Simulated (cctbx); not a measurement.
## What is wrong with this refinement?

Cell a = 9.8930 Å, b = 9.8930 Å, c = 9.8930 Å, α = 90.00°, β = 90.00°, γ = 90.00°; space group Fm-3m (no. 225).

Simulated single-crystal data (cctbx): synchrotron X-rays, λ = 0.6889 Å, to d = 0.65 Å, 70 % of the full sphere, strongest reflection 40000 counts, noise from counting, a 3 % proportional error and a noise floor of 4 counts (s.d.); no absorption.

An anisotropic refinement with weights 1/σ² prints:

```text
Rint 0.030, 15 unique reflections to 1.65 A
cycle     R1     wR2    GooF  max shift (A)
   1  0.0062  0.0199   1.868   0.00059
   2  0.0014  0.0032   0.299   0.00000
final R1 0.0014 wR2 0.0032 GooF 0.299  parameters 6  data/parameter 2.5
atom        x        y        z      Ueq    occ   su(xyz)  su(Uiso or U11)
Ni1    0.50000  0.00000  0.00000   0.0311  1.000  0.00000  0.0003
Sc1    0.00000  0.00000  0.00000   0.0386  1.000  0.00000  0.0004
Cl1    0.00000  0.00000  0.74276   0.0189  1.000  0.00003  0.0004
Na1    0.25000  0.75000  0.75000   0.0451  1.000  0.00000  0.0006
difference map: max 0.01 min -0.02 rms 0.00
Q1    0.0000  0.1237  0.1237   48    0.01  1.73 A from Sc1
Q2    0.0000  0.1238  0.3762   48    0.01  1.70 A from Cl1
Q3    0.2000  0.2000  0.2000   32    0.00  0.86 A from Na1
```

**Question.** Can this result stand? If not, what is the likely fault?

Mend it. The fault: data cut at low resolution. Against the right model at the same level, R1 goes from 0.0057 to 0.0014 and GooF from 0.87 to 0.30. The atoms are right, but there are too few data for the parameters: R1 flatters and the s.u.s grow. Data per parameter fall from 21.2 to 2.5.

The compound is Na2ScNiCl6. The right model at the same level gives:

```text
Rint 0.034, 127 unique reflections to 0.66 A
cycle     R1     wR2    GooF  max shift (A)
   1  0.0194  0.0579   3.620   0.00017
   2  0.0057  0.0139   0.866   0.00000
final R1 0.0057 wR2 0.0139 GooF 0.866  parameters 6  data/parameter 21.2
atom        x        y        z      Ueq    occ   su(xyz)  su(Uiso or U11)
Ni1    0.50000  0.00000  0.00000   0.0316  1.000  0.00000  0.0001
Sc1    0.00000  0.00000  0.00000   0.0389  1.000  0.00000  0.0001
Cl1    0.00000  0.00000  0.74268   0.0187  1.000  0.00002  0.0001
Na1    0.25000  0.75000  0.75000   0.0438  1.000  0.00000  0.0002
difference map: max 0.12 min -0.16 rms 0.03
Q1    0.0000  0.1470  0.1470   48    0.13  1.82 A from Cl1
Q2    0.0000  0.0000  0.0651   24    0.13  0.64 A from Sc1
Q3    0.1440  0.1440  0.1440   32    0.12  1.82 A from Na1
Q4    0.1401  0.1401  0.3599   32    0.11  1.88 A from Na1
Q5    0.0000  0.0000  0.4494   24    0.11  0.50 A from Ni1
Q6    0.0000  0.0554  0.1277   96    0.09  1.38 A from Sc1
```

The model was made for the exercise: a known structure type with other elements put in, its volume estimated, not relaxed; displacement parameters are assumed.

[Middle refinement cycles are left out of these outputs.]

[Logs are printed without paths, hosts, clocks, repeated set-up lines and the standing remarks that a program may print on its own settings, such as how far it seeks lower states.]
